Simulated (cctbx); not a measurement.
## A disordered crystal of nominal GaBi2C2N

Cell a = 3.7450 Å, b = 4.0900 Å, c = 13.4060 Å, α = 90.00°, β = 90.00°, γ = 90.00°; space group Immm (no. 71); nominal formula GaBi2C2N.

The data are simulated with cctbx, not measured: Cu Kα, λ = 1.54184 Å, to d = 0.83 Å, 70 % of the full sphere, strongest reflection 70000 counts, noise from counting, a 6 % proportional error and a noise floor of 4 counts (s.d.); no absorption.

With every site full:

```text
Rint 0.045, 126 unique reflections to 0.83 A
cycle     R1     wR2    GooF  max shift (A)
   1  0.1428  0.4208  13.083   0.11413
   4  0.0554  0.1469   4.567   0.00015
final R1 0.0555 wR2 0.1469 GooF 4.567  parameters 14  data/parameter 9.0
atom        x        y        z      Ueq    occ   su(xyz)  su(Uiso or U11)
Bi1    0.50000  0.50000  0.85398   0.0008  1.000  0.00011  0.0013  NPD
Ga1    0.00000  0.00000  0.00000  -0.0117  1.000  0.00000  0.0023  NPD
N1     0.00000  0.50000  0.00000  -0.0096  1.000  0.00000  0.0122  NPD
C1     0.50000  0.50000  0.65839  -0.0016  1.000  0.00330  0.0184  NPD
difference map: max 11.90 min -3.87 rms 1.38
Q1    0.0000  0.0000  0.0242    4   12.00  0.32 A from Ga1
Q2    0.0000  0.0000  0.3306    4   11.87  0.31 A from Bi1
Q3    0.0000  0.0000  0.1836    4    4.85  0.34 A from C1
Q4    0.1472  0.4000  0.0000    8    1.54  0.69 A from N1
Q5    0.2175  0.2415  0.0699   16    1.41  1.59 A from Ga1
Q6    0.0000  0.3912  0.0299    8    1.27  0.60 A from N1
```

With the occupancies of the suspect sites free, each still typed as its main element:

```text
Rint 0.045, 126 unique reflections to 0.83 A
cycle     R1     wR2    GooF  max shift (A)
   1  0.0982  0.3149   9.836   0.06384
   7  0.0135  0.0305   0.953   0.00025
final R1 0.0135 wR2 0.0305 GooF 0.952  parameters 15  data/parameter 8.4
atom        x        y        z      Ueq    occ   su(xyz)  su(Uiso or U11)
Bi1    0.50000  0.50000  0.85356   0.0049  0.751  0.00002  0.0003
Ga1    0.00000  0.00000  0.00000   0.0073  1.000  0.00000  0.0005
N1     0.00000  0.50000  0.00000   0.0089  1.000  0.00000  0.0028
C1     0.50000  0.50000  0.66790   0.0143  1.000  0.00072  0.0035
su of occupancy Bi1: 0.005
difference map: max 0.71 min -0.88 rms 0.22
Q1    0.2142  0.4221  0.0000    8    0.74  0.86 A from N1
Q2    0.0000  0.5000  0.1789    4    0.68  1.92 A from Bi1
Q3    0.0000  0.3516  0.4082    8    0.61  1.61 A from Bi1
Q4    0.0000  0.3462  0.0431    8    0.59  0.85 A from N1
Q5    0.0000  0.4072  0.1135    8    0.56  1.57 A from N1
Q6    0.0000  0.1792  0.5000    4    0.54  2.01 A from N1
```

**Question.** What is the disorder?

X-rays count electrons. Bi1 refines to 0.751(0.005), or 62.3 electrons; the site truly holds 0.75 Bi, 62.2 electrons, which is 0.750 of Bi. A value under 1 can't tell vacancies from a lighter guest, and one over 1 needs a heavier guest; chemistry or a second radiation must settle which. Occupancy correlates with U and the scale, so the match is approximate.

Freeing them takes R1 from 0.0555 to 0.0135 and GooF from 4.57 to 0.95.

The model was made for the exercise: a known structure type with other elements put in, its volume estimated, not relaxed; displacement parameters are assumed.

[Middle refinement cycles are left out of these outputs.]

[Logs are printed without paths, hosts, clocks, repeated set-up lines and the standing remarks that a program may print on its own settings, such as how far it seeks lower states.]
